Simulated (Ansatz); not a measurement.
# What KSrCl3 (model cell, started as cubic perovskite with Sr in the octahedra) distorts into

Aim: this structure of KSrCl3 (model cell, started as cubic perovskite with Sr in the octahedra) is to be tested for unstable modes, and one is followed downhill.

Program: Ansatz 0.2.0. Level of theory: DFT PBEsol, scalar-relativistic, plane waves, PAW; PAW set soft_1. Results are calculated unless marked as measured.

The structure was built from a prototype and need not be the compound's stable phase.

## (1) Starting point

Symmetry: Pm-3m, No. 221, cubic system. Conventional cell: a = 5.585 Å, b = 5.585 Å, c = 5.585 Å, α = 90.00°, β = 90.00°, γ = 90.00°. K has 12 Cl at 3.95 Å nearest. Nearest to Sr lie 6 Cl at 2.79 Å. Nearest to Cl lie 2 Sr at 2.79 Å and 4 K at 3.95 Å. Farther neighbours and most contacts between anions are not listed.

## (2) The dispersion

The cell comes from relaxations at this level that are not shown. Stability and thermal properties need the whole zone. Linear response on a 2×2×2 q mesh gives force constants as far as a supercell of that size would, and the tensors from the zone-centre run are typed in so that the long-range dipole term is interpolated apart.

input.yaml reads:

```yaml
crystal:
  lattice:
    - [5.5845481721, 0.0, 0.0]
    - [0.0, 5.5845481721, 0.0]
    - [0.0, 0.0, 5.5845481721]
  atoms:
    - { symbol: K, position: [0.0, 0.0, 0.0] }
    - { symbol: Sr, position: [0.5, 0.5, 0.5] }
    - { symbol: Cl, position: [0.5, 0.5, 0.0] }
    - { symbol: Cl, position: [0.5, 0.0, 0.5] }
    - { symbol: Cl, position: [0.0, 0.5, 0.5] }
kpoints:
  mp_grid: { grid: [4, 4, 4] }
hamiltonian:
  xc: pbesol
  pseudopotentials: { kind: paw, azcp: { folder: soft_1 }, xc_functional: pbe }
scf:
  occupations: { method: fixed }
output:
  eigenvalues: true
phonons:
  method: dfpt
  qmesh: [2, 2, 2]
  temperatures: { t_max: 1000, t_step: 50 }
  qpath:
    path:
      - [[0.0, 0.0, 0.0], [0.0, 0.5, 0.0], [0.5, 0.5, 0.0], [0.0, 0.0, 0.0], [0.5, 0.5, 0.5], [0.0, 0.5, 0.0]]
      - [[0.5, 0.5, 0.5], [0.5, 0.5, 0.0]]
    npoints: 10
  non_analytic_term:
    high_frequency_dielectric_tensor: [[2.4577, 0.0, 0.0], [0.0, 2.4577, 0.0], [0.0, 0.0, 2.4577]]
    born_effective_charges:
      - { species: K, tensor: [[1.2709, 0.0, 0.0], [0.0, 1.2709, 0.0], [0.0, 0.0, 1.2709]] }
      - { species: Sr, tensor: [[2.3821, 0.0, 0.0], [0.0, 2.3821, 0.0], [0.0, 0.0, 2.3821]] }
      - { species: Cl, tensor: [[-0.8663, 0.0, 0.0], [0.0, -0.8663, 0.0], [0.0, 0.0, -1.9205]] }
      - { species: Cl, tensor: [[-0.8663, 0.0, 0.0], [0.0, -1.9205, 0.0], [0.0, 0.0, -0.8663]] }
      - { species: Cl, tensor: [[-1.9205, 0.0, 0.0], [0.0, -0.8663, 0.0], [0.0, 0.0, -0.8663]] }
    source: "zone-centre run at this cell"
```

Launch:

```sh
$ ansatz run input.yaml --threads 4 --pin off --max-ram 16384MiB --backend cpu --events-out ev --progress --plain --runs-dir out
```

Numbers of over 12 decimals in the logs are rounded to 6 here.

Log:

```text
Engine: ansatz 0.2.0, aarch64-unknown-linux-gnu
Pseudopotentials: kind: paw
Pseudopotential: K, paw, valence charge 9, recommended cutoff 420 eV (normal), soft_1/K.paw.azcp
Pseudopotential: Sr, paw, valence charge 10, recommended cutoff 420 eV (normal), soft_1/Sr.paw.azcp
Pseudopotential: Cl, paw, valence charge 7, recommended cutoff 420 eV (normal), soft_1/Cl.paw.azcp
Functional definition: PBEsol
  exchange = pbesol_x
  correlation = pbesol_c
Crystal: 5 atoms, lattice volume = 174.166 Å³
Basis set: ecut = 420 eV, 3407 PW (Γ), exchange–correlation on 80×80×80 points (8 copies of the dense FFT grid, shifted against one another)
Bands: 25, of which v1, the nominal top of the filled ones, is band 20 counted from 1 (19 counted from 0)
Symmetry: 48 space group operations
k-points: 10 of 64
Non-local potential: K, projectors of the file, l = 0: 3, l = 1: 2, l = 2: 2
Non-local potential: Sr, projectors of the file, l = 0: 3, l = 1: 2, l = 2: 2
Non-local potential: Cl, projectors of the file, l = 0: 2, l = 1: 2, l = 2: 1
PAW form: soft (Blöchl's): semilocal exchange-correlation on the pseudo side does not see the compensation charge
PAW frozen core: K, regenerated for the run's functional, and the local potential with it (the file was generated under x = pbe(κ = 0.804, μ = 0.219515), c = pbe(β = 0.066725))
PAW frozen core: Sr, regenerated for the run's functional, and the local potential with it (the file was generated under x = pbe(κ = 0.804, μ = 0.219515), c = pbe(β = 0.066725))
PAW frozen core: Cl, regenerated for the run's functional, and the local potential with it (the file was generated under x = pbe(κ = 0.804, μ = 0.219515), c = pbe(β = 0.066725))
PAW one-centre angular grid: K, 110 points (default); XC on 64 Gauss nodes
PAW one-centre angular grid: Sr, 110 points (default); XC on 64 Gauss nodes
PAW one-centre angular grid: Cl, 110 points (default); XC on 64 Gauss nodes
Initial density: superposition of atomic densities (chi_scale 0.1, normalization cell, long waves kept (reshape's long-wave potential 0.01 eV rms))
Initial wavefunctions: pseudopotential atomic-orbital guess
Functional: x = pbesol(κ = 0.804, μ = 0.123457), c = pbesol(β = 0.046)
SCF iter   1: F=—  HF=-8203.793689 eV  |F-HF|=—  |Δ(HF+E_count)|=         —  Δρ=4.10e-2  dr2=5.37e0  ethr=3.10e-3  ⟨swp⟩=7.4  Hψ=1366  notcnv=0  defer=24
preconditioner: auto → Resta (q_TF=auto, 2.135 Å⁻¹)  ε∞=2.8  [insulator: Δε(μ)=3.355 eV  Ē_g=11.464 eV  n_scr=26 (ndim 8)  ℏωp=15.4 eV  f_vac=0.002  ε∞_Penn≈2.8]
SCF iter   2: F=—  HF=-8201.879643 eV  |F-HF|=—  |Δ(HF+E_count)|=    1.91e0  Δρ=1.37e-2  dr2=7.73e-1  ethr=3.10e-3  ⟨swp⟩=4.4  Hψ=708  notcnv=0  defer=24
SCF iter   3: F=—  HF=-8201.580886 eV  |F-HF|=—  |Δ(HF+E_count)|=   2.99e-1  Δρ=5.26e-3  dr2=8.13e-2  ethr=1.93e-3  ⟨swp⟩=3.8  Hψ=553  notcnv=0  defer=25
SCF iter   4: F=—  HF=-8201.579660 eV  |F-HF|=—  |Δ(HF+E_count)|=   1.23e-3  Δρ=1.27e-3  dr2=4.50e-3  ethr=2.03e-4  ⟨swp⟩=4.6  Hψ=585  notcnv=0  defer=24
SCF iter   5: F=—  HF=-8201.582639 eV  |F-HF|=—  |Δ(HF+E_count)|=   2.98e-3  Δρ=3.27e-4  dr2=2.46e-4  ethr=1.13e-5  ⟨swp⟩=3.8  Hψ=481  notcnv=0  defer=25
SCF iter   6: F=—  HF=-8201.583191 eV  |F-HF|=—  |Δ(HF+E_count)|=   5.52e-4  Δρ=5.82e-5  dr2=1.09e-5  ethr=6.16e-7  ⟨swp⟩=2.3  Hψ=417  notcnv=0  defer=24
SCF iter   7: F=—  HF=-8201.583225 eV  |F-HF|=—  |Δ(HF+E_count)|=   3.43e-5  Δρ=1.65e-5  dr2=1.42e-6  ethr=2.73e-8  ⟨swp⟩=2.1  Hψ=391  notcnv=0  defer=24
SCF iter   8: F=—  HF=-8201.583228 eV  |F-HF|=—  |Δ(HF+E_count)|=   2.57e-6  Δρ=3.23e-6  dr2=2.14e-8  ethr=3.54e-9  ⟨swp⟩=2.0  Hψ=389  notcnv=0  defer=21
SCF iter   9: F=—  HF=-8201.583228 eV  |F-HF|=—  |Δ(HF+E_count)|=   3.93e-8  Δρ=6.41e-7  dr2=4.09e-10  ethr=5.36e-11  ⟨swp⟩=2.0  Hψ=432  notcnv=0  defer=21
SCF iter  10: F=—  HF=-8201.583228 eV  |F-HF|=—  |Δ(HF+E_count)|=  9.82e-10  Δρ=1.06e-7  dr2=1.28e-11  ethr=1.02e-12  ⟨swp⟩=2.3  Hψ=444  notcnv=0  defer=21
SCF iter  11: F=-8201.583228 eV  HF=-8201.583228 eV  |F-HF|=0.00e0  |Δ(HF+E_count)|=  1.64e-11  Δρ=2.86e-8  dr2=1.38e-12  ethr=1.00e-12  ⟨swp⟩=18.7  Hψ=2222  notcnv=0
SCF 1 converged in 11 iterations: F = -8201.583228 eV  dr2 = 1.38e-12
  greatest PAW one-centre occupation: 0.987 electrons in one spin orbital (limit 2), on the Sr atom at site 1 (counted from 0), in its partial waves of l = 0
NSCF: frozen V_eff on 10 k-points
NSCF: frozen V_eff on 27 k-points
DFPT response loops at q = (0, 0, 0) (fractional): preconditioner auto → none (the input reference at scf.mixing.eps_inf says where Resta's filter doesn't serve); β = 0.50; Broyden in place of MSR1
NSCF: frozen V_eff on 54 k-points
DFPT response loops at q = (0, 0, -0.5) (fractional): preconditioner auto → Resta (q_TF=auto, 2.135 Å⁻¹)  ε∞=3.7 (no band partly filled); β = 1.00, the filter's whole step (`scf.mixing.beta` (0.50) is not read by the response loops at its default; to damp them type it under 1.00, their step now; it binds the ground state too); Broyden in place of MSR1
NSCF: frozen V_eff on 54 k-points
DFPT response loops at q = (0, -0.5, -0.5) (fractional): mixed as the last ones told, above
NSCF: frozen V_eff on 54 k-points
DFPT response loops at q = (-0.5, -0.5, -0.5) (fractional): preconditioner auto → none (the input reference at scf.mixing.eps_inf says where Resta's filter doesn't serve); β = 0.50; Broyden in place of MSR1
SCF converged after 11 iterations
Free energy (F): -8201.583228 eV
Harris-Foulkes:  -8201.583228 eV  (|F-HF|=0.00e0)
Internal energy: -8201.583228 eV  (E = F + TS)
E sigma→0 (E₀):  -8201.583228 eV
Fermi energy:    0.787137 eV
--- Per-component energies (eV) ---
  E_band       = -334.480874
  E_kinetic    = 946.454290
  E_local      = -2315.873889  (includes V_loc(G=0)·N_el)
  E_nonlocal   = 342.979612
  E_hartree    = 721.834073
  E_xc         = -627.667865
  E_vxc        = -668.830890  (∫ρ·V_xc dr)
  E_paw        = -5327.253206  (= ΣΔE_a)
  E_vpaw       = -82.878419  (= ΣTr[D̂ρ^β])
  E_aug_tail   = 0.000304  (compensation charges beyond the density's cutoff)
  E_ewald      = -1942.534077
  E_core_change = 0.477530  (= ΣΔE_core)
  E_smearing   = -0.000000  (= −TS)
  E_closure    = -0.000000  (closes the sum)
  Σ components = -8201.583228   (vs F -8201.583228, Δ=0.00e0)
--- Band table (eV; the first three rows and the last of 10) ---
  k-point 0: bands = [... 16 lower, 0.3464, 0.5739, 0.5739, 0.5739, 5.2478, 6.7541, 6.7541, 6.7541, ... 1 higher]
  k-point 1: bands = [... 16 lower, 0.2406, 0.2926, 0.5271, 0.5271, 5.8089, 6.8608, 7.2702, 7.2702, ... 1 higher]
  k-point 2: bands = [... 16 lower, 0.0628, 0.2406, 0.5032, 0.5032, 6.9004, 6.9875, 7.1338, 7.9916, ... 1 higher]
  k-point 9: bands = [... 16 lower, -0.5877, 0.7871, 0.7871, 0.7871, 6.8588, 8.0472, 8.0472, 8.0472, ... 1 higher]
--- Phonons (Γ-DFPT): 4 representative perturbations + reference (Σ response iterations 12) ---
  ASR residual: 1.259e-4 → 0.000e0 eV/Å²; symmetrization residual: 5.217e-6 eV/Å²
  ASR residual per site (eV/Å²): 2.34e-5 1.26e-4 2.29e-5 2.29e-5 2.29e-5
  Γ frequencies (cm⁻¹): -65.77 -65.77 -65.77 -33.53 -33.53 -33.53 0.00 0.00 0.00 76.00 76.00 76.00 250.15 250.15 250.15
--- Phonons (arbitrary-q DFPT): 4 irreducible q on the 2×2×2 mesh ---
  q = [0.0000, 0.0000, 0.0000] (star 1, of the zone-centre solve; hermiticity 1.66e-6, symmetrization 4.99e-13): -65.77 -65.77 -65.77 -33.53 -33.53 -33.53 -0.00 -0.00 -0.00 76.00 76.00 76.00 250.15 250.15 250.15
  q = [0.0000, 0.0000, -0.5000] (star 3, 9 solved perturbations in 216 linear systems a pass and spin channel, the states on 27 of 64 k-point pairs; hermiticity 9.23e-7, symmetrization 2.88e-13): -58.99 -58.99 -31.99 -31.99 -21.46 47.23 47.23 56.59 61.09 61.09 67.34 165.97 249.88 249.88 259.38
  q = [0.0000, -0.5000, -0.5000] (star 3, 9 solved perturbations in 216 linear systems a pass and spin channel, the states on 27 of 64 k-point pairs; hermiticity 1.14e-6, symmetrization 8.30e-14): -66.42 -64.52 -64.52 -42.68 24.33 24.33 55.80 67.82 67.82 86.41 163.17 163.17 229.46 249.64 266.00
  q = [-0.5000, -0.5000, -0.5000] (star 1, 4 solved perturbations in 81 linear systems a pass and spin channel, the states on 27 of 64 k-point pairs; hermiticity 1.12e-6, symmetrization 2.63e-13): -66.73 -66.73 -66.73 -62.72 -62.72 -62.72 94.29 94.29 94.29 158.15 158.15 158.15 229.19 229.19 271.81
  sum rule: each row above includes the acoustic sum rule's correction from the zone centre's row sums; it moved no ω² by more than (0.63 cm⁻¹)²
  mesh force constants: q→R imaginary residual 4.26e-18; ASR residual 1.259e-4 → 0.000e0 eV/Å²; symmetrization residual 4.441e-15 eV/Å²
  interpolated dispersion: 63 rows × 15 modes
  density of states and harmonic sums: on the 12×12×12 q-mesh, interpolated from the force constants of a 2×2×2 supercell (with the dipole–dipole term of supplied tensors)
  largest difference from the sums on the solved wave vectors: F 5.40e-2 eV, S 6.03e-5 and C_V 1.95e-5 eV/K
  zero-point energy: 0.082370 eV/cell   skipped modes (ω ≤ 0): 447, of them read as no rigid motion or as one in doubt: 444 (5.322e0 modes/cell left out, lowest -67.19 cm⁻¹)   left out of the sums: 3.55e-1 of the cell's modes: C_V's classical limit lies that fraction below 3 k_B per atom; for a crystal, a wire or a layer, F and S can be off by more, and a phonons.interpolated_qmesh denser along its periods is the remedy for the sampling
```

Wall time 76 s (4 threads of Arm Neoverse V1, shared host); peak memory 0.76 GiB.

The column dr2 measures how far the density is from self-consistency, as an energy; F and HF (Harris–Foulkes) agree once it is small.

This step gave:

```yaml
gap_on_the_k_mesh: 4.461 eV
volume_per_atom: 34.83 Å³
sum_rule_residual_before_enforcement: 1.26e-4 eV/Å²
lowest_frequency_on_the_path: -67.20 cm⁻¹
point_group: m-3m
highest_frequency_on_the_path_or_at_a_solved_wavevector: 287.8 cm⁻¹
highest_optical_mode_at_the_zone_centre_no_lo_to_term: 250.2 cm⁻¹
lowest_optical_zone_centre_mode: -65.77 cm⁻¹
lowest_mode_on_the_q_mesh_acoustic_modes_at_gamma_apart: -66.73 cm⁻¹
```

Frequencies (cm⁻¹) solved at each irreducible wavevector; negative means imaginary. Frequencies by wavevector, by row:

| q in reciprocal lattice units | star | mode 1 | mode 2 | mode 3 | mode 4 | mode 13 | mode 14 | mode 15 |
| --- | --- | --- | --- | --- | --- | --- | --- | --- |
| 0 0 0 | 1 | -65.8 | -65.8 | -65.8 | -33.5 | 250.2 | 250.2 | 250.2 |
| 0 0 -0.5 | 3 | -59 | -59 | -32 | -32 | 249.9 | 249.9 | 259.4 |
| 0 -0.5 -0.5 | 3 | -66.4 | -64.5 | -64.5 | -42.7 | 229.5 | 249.6 | 266 |
| -0.5 -0.5 -0.5 | 1 | -66.7 | -66.7 | -66.7 | -62.7 | 229.2 | 229.2 | 271.8 |

Interpolated from a 2×2×2 q mesh, with the LO-TO term (at Γ the limit along the path; where Γ stands inside the path, tables give the limit on arrival). Phonon branches along the path, in cm⁻¹:

| point | branch 1 | branch 2 | branch 3 | branch 4 | branch 12 | branch 13 | branch 14 | branch 15 |
| --- | --- | --- | --- | --- | --- | --- | --- | --- |
| Γ | -66 | -66 | -34 | -34 | 92 | 250 | 250 | 288 |
| halfway | -63 | -63 | -30 | -30 | 124 | 250 | 250 | 277 |
| X | -59 | -59 | -32 | -32 | 166 | 250 | 250 | 259 |
| halfway | -65 | -53 | -51 | -51 | 164 | 237 | 250 | 268 |
| M | -66 | -64 | -64 | -43 | 163 | 230 | 250 | 266 |
| halfway | -66 | -59 | -46 | -39 | 124 | 241 | 250 | 277 |
| Γ | -66 | -66 | -34 | -34 | 92 | 250 | 250 | 288 |
| halfway | -63 | -63 | -50 | -38 | 125 | 241 | 241 | 278 |
| R | -67 | -67 | -67 | -63 | 158 | 229 | 229 | 272 |
| halfway | -63 | -60 | -56 | -53 | 162 | 235 | 242 | 273 |
| X | -59 | -59 | -32 | -32 | 166 | 250 | 250 | 259 |
| jump to R | -67 | -67 | -67 | -63 | 158 | 229 | 229 | 272 |
| halfway | -67 | -64 | -64 | -55 | 161 | 229 | 239 | 272 |
| M | -66 | -64 | -64 | -43 | 163 | 230 | 250 | 266 |

Symmetry leaves 4 wavevectors to solve. The lowest mode among them, the acoustic zeros apart, lies at q = (-0.5, -0.5, -0.5) and is imaginary, 66.7i cm⁻¹, so the energy falls along it.

## (3) The mode frozen in, largest atomic shift 0 Å

The mode followed lies at q = (-0.5, -0.5, -0.5) with frequency 66.7i cm⁻¹ and is 3-fold degenerate, the softest among the wavevectors solved. At small amplitude the distorted cell has space group no. 167 by a symmetry search on the positions. The undistorted cell that holds it gives the zero of energy on the same k mesh.

System of this step: KSrCl3 (model cell, started as cubic perovskite with Sr in the octahedra). The structure is cubic, space group Pm-3m (No. 221). Conventional cell: a = 5.585 Å, b = 5.585 Å, c = 5.585 Å, α = 90.00°, β = 90.00°, γ = 90.00°. K has 12 Cl at 3.95 Å nearest. Nearest to Sr lie 6 Cl at 2.79 Å. Nearest to Cl lie 2 Sr at 2.79 Å and 4 K at 3.95 Å. Farther neighbours and most contacts between anions are not listed.

input.yaml reads:

```yaml
crystal:
  lattice:
    - [5.5845481721, 5.5845481721, 0.0]
    - [5.5845481721, 0.0, 5.5845481721]
    - [5.5845481721, 0.0, -5.5845481721]
  atoms:
    - { symbol: K, position: [0.0, 0.0, 0.0] }
    - { symbol: K, position: [0.0, 0.5, 0.5] }
    - { symbol: Sr, position: [0.5, 0.25, 0.75] }
    - { symbol: Sr, position: [0.5, 0.75, 0.25] }
    - { symbol: Cl, position: [0.5, 0.0, 0.0] }
    - { symbol: Cl, position: [0.5, 0.5, 0.5] }
    - { symbol: Cl, position: [0.0, 0.5, 0.0] }
    - { symbol: Cl, position: [0.0, 0.0, 0.5] }
    - { symbol: Cl, position: [0.5, 0.0, 0.5] }
    - { symbol: Cl, position: [0.5, 0.5, 0.0] }
kpoints:
  mp_grid: { grid: [4, 4, 4] }
hamiltonian:
  xc: pbesol
  pseudopotentials: { kind: paw, azcp: { folder: soft_1 }, xc_functional: pbe }
scf:
  occupations: { method: gaussian, width: 0.02 }
output:
  forces: true
  stress: true
  eigenvalues: true
```

Log:

```text
[...]
Crystal: 10 atoms, lattice volume = 348.333 Å³
Basis set: ecut = 420 eV, 6855 PW (Γ), exchange–correlation on 108×108×108 points (8 copies of the dense FFT grid, shifted against one another)
Bands: 50, of which v1, the nominal top of the filled ones, is band 40 counted from 1 (39 counted from 0)
Symmetry: 96 space group operations
[...]
k-points: 8 of 64
[...]
k-point 0: bands = [... 36 lower, 0.5737, 0.7869, 0.7869, 0.7869, 5.2478, 6.7542, 6.7542, 6.7542, ... 5 higher]
  k-point 1: bands = [... 36 lower, 0.4825, 0.6772, 0.6772, 0.7171, 5.6798, 7.0422, 7.0542, 7.0542, ... 5 higher]
  k-point 2: bands = [... 36 lower, 0.4881, 0.4881, 0.5566, 0.5566, 6.5986, 6.5986, 7.6125, 7.6125, ... 5 higher]
  k-point 7: bands = [... 36 lower, 0.3623, 0.3623, 0.5943, 0.5943, 7.1889, 7.1889, 7.4815, 7.4815, ... 5 higher]
[key lines of the parts left out:]
SCF converged after 8 iterations
Free energy (F): -16403.167511 eV
Fermi energy:    3.017413 eV
P = ⅓ Tr σ = -0.0020 GPa (-0.020 kbar)
```

It took 3.2 s on 4 threads; peak memory 0.74 GiB.

Numbers from this step:

```yaml
pressure: -0.001958 GPa
energy_from_the_undistorted_cell: 0 meV/atom
```

At this level the gap is 4.46 eV on the k-mesh of the self-consistent run, which can miss the band edges.

## (4) The mode frozen in, largest atomic shift 0.6 Å

The atoms are moved along the unstable eigenvector, the largest shift by 0.6 Å, with the cell fixed.

input.yaml, the sections that differ from step 3:

```yaml
crystal:
  lattice:
    - [5.5845481721, 5.5845481721, 0.0]
    - [5.5845481721, 0.0, 5.5845481721]
    - [5.5845481721, 0.0, -5.5845481721]
  atoms:
    - { symbol: K, position: [0.0, 0.0, 0.0] }
    - { symbol: K, position: [0.0, 0.5, 0.5] }
    - { symbol: Sr, position: [0.5, 0.25, 0.75] }
    - { symbol: Sr, position: [0.5, 0.75, 0.25] }
    - { symbol: Cl, position: [0.5759710644, 0.0, 0.0] }
    - { symbol: Cl, position: [0.4240289356, 0.5, 0.5] }
    - { symbol: Cl, position: [0.0, 0.4240289356, 0.0] }
    - { symbol: Cl, position: [0.0, 0.0759710644, 0.5] }
    - { symbol: Cl, position: [0.5759710644, -0.0759710644, 0.5] }
    - { symbol: Cl, position: [0.4240289356, 0.5759710644, 0.0] }
# kpoints, hamiltonian, scf, output: as in step 3
```

Log:

```text
[...]
Crystal: 10 atoms, lattice volume = 348.333 Å³
Basis set: ecut = 420 eV, 6855 PW (Γ), exchange–correlation on 108×108×108 points (8 copies of the dense FFT grid, shifted against one another)
Bands: 50, of which v1, the nominal top of the filled ones, is band 40 counted from 1 (39 counted from 0)
Symmetry: 12 space group operations
[...]
k-points: 13 of 64
[...]
k-point 0: bands = [... 36 lower, 0.4326, 0.5283, 0.5795, 0.5795, 5.3739, 6.8538, 6.8538, 6.9288, ... 5 higher]
  k-point 1: bands = [... 36 lower, 0.3563, 0.4149, 0.5240, 0.5240, 5.8179, 7.0727, 7.0727, 7.1783, ... 5 higher]
  k-point 2: bands = [... 36 lower, 0.3920, 0.3920, 0.3920, 0.3920, 6.7706, 6.7706, 7.5922, 7.5922, ... 5 higher]
  k-point 12: bands = [... 36 lower, 0.2939, 0.2939, 0.4610, 0.4610, 7.2454, 7.2454, 7.3801, 7.3801, ... 5 higher]
[key lines of the parts left out:]
SCF converged after 8 iterations
Free energy (F): -16403.608688 eV
Fermi energy:    2.976733 eV
P = ⅓ Tr σ = -1.0392 GPa (-10.392 kbar)
```

Elapsed: 5.4 s, on 4 threads; peak memory 0.78 GiB.

Numbers from this step:

| Quantity | Value |
| --- | --- |
| pressure | -1.039 GPa |
| gap on the k-mesh | 4.794 eV |
| energy from the undistorted cell | -44.12 meV/atom |

The energy, extrapolated to zero smearing, is -44.12 meV/atom against the undistorted cell.

The run ends at a pressure of -1.04 GPa, with forces up to 0.14 eV/Å.

## (5) Energy along the mode, all amplitudes (two of the runs are shown above)

An imaginary frequency means negative curvature, so the energy should fall and then rise again as anharmonic terms take over.

Numbers from this step:

| Quantity | Value |
| --- | --- |
| depth at the lowest point sampled | 44.12 meV/atom |
| largest atomic shift at that point | 0.6 Å |

Energy from the parent against largest atomic shift:

| largest atomic shift (Å) | energy from the parent (meV/atom) |
| --- | --- |
| 0.000 | 0 |
| 0.040 | -0.278 |
| 0.080 | -1.11 |
| 0.140 | -3.35 |
| 0.220 | -8.07 |
| 0.320 | -16.3 |
| 0.450 | -29.3 |
| 0.600 | -44.1 |

Displacement at unit largest shift by atom:

| atom | x (Å) | y (Å) | z (Å) | size |
| --- | --- | --- | --- | --- |
| K1 | 0.000 | 0.000 | 0.000 | 0.000 |
| K2 | 0.000 | 0.000 | 0.000 | 0.000 |
| Sr3 | 0.000 | 0.000 | 0.000 | 0.000 |
| Sr4 | 0.000 | 0.000 | 0.000 | 0.000 |
| Cl5 | 0.707 | 0.707 | 0.000 | 1.000 |
| Cl6 | -0.707 | -0.707 | 0.000 | 1.000 |
| Cl7 | -0.707 | 0.000 | -0.707 | 1.000 |
| Cl8 | 0.707 | 0.000 | 0.707 | 1.000 |
| Cl9 | 0.000 | 0.707 | -0.707 | 1.000 |
| Cl10 | 0.000 | -0.707 | 0.707 | 1.000 |

The lowest of the steps tried is the last one, at 0.6 Å, 44.1 meV/atom below the parent; the bottom of the well need not coincide with a step.

(Part 1 of 3 ends here.)

[Logs are printed without paths, hosts, clocks, repeated set-up lines and the standing remarks that a program may print on its own settings, such as how far it seeks lower states.]

[Hosts, paths, dates, database ids (printed as entryN), source tags and the programs' standing remarks are cut or masked in the printed files.]
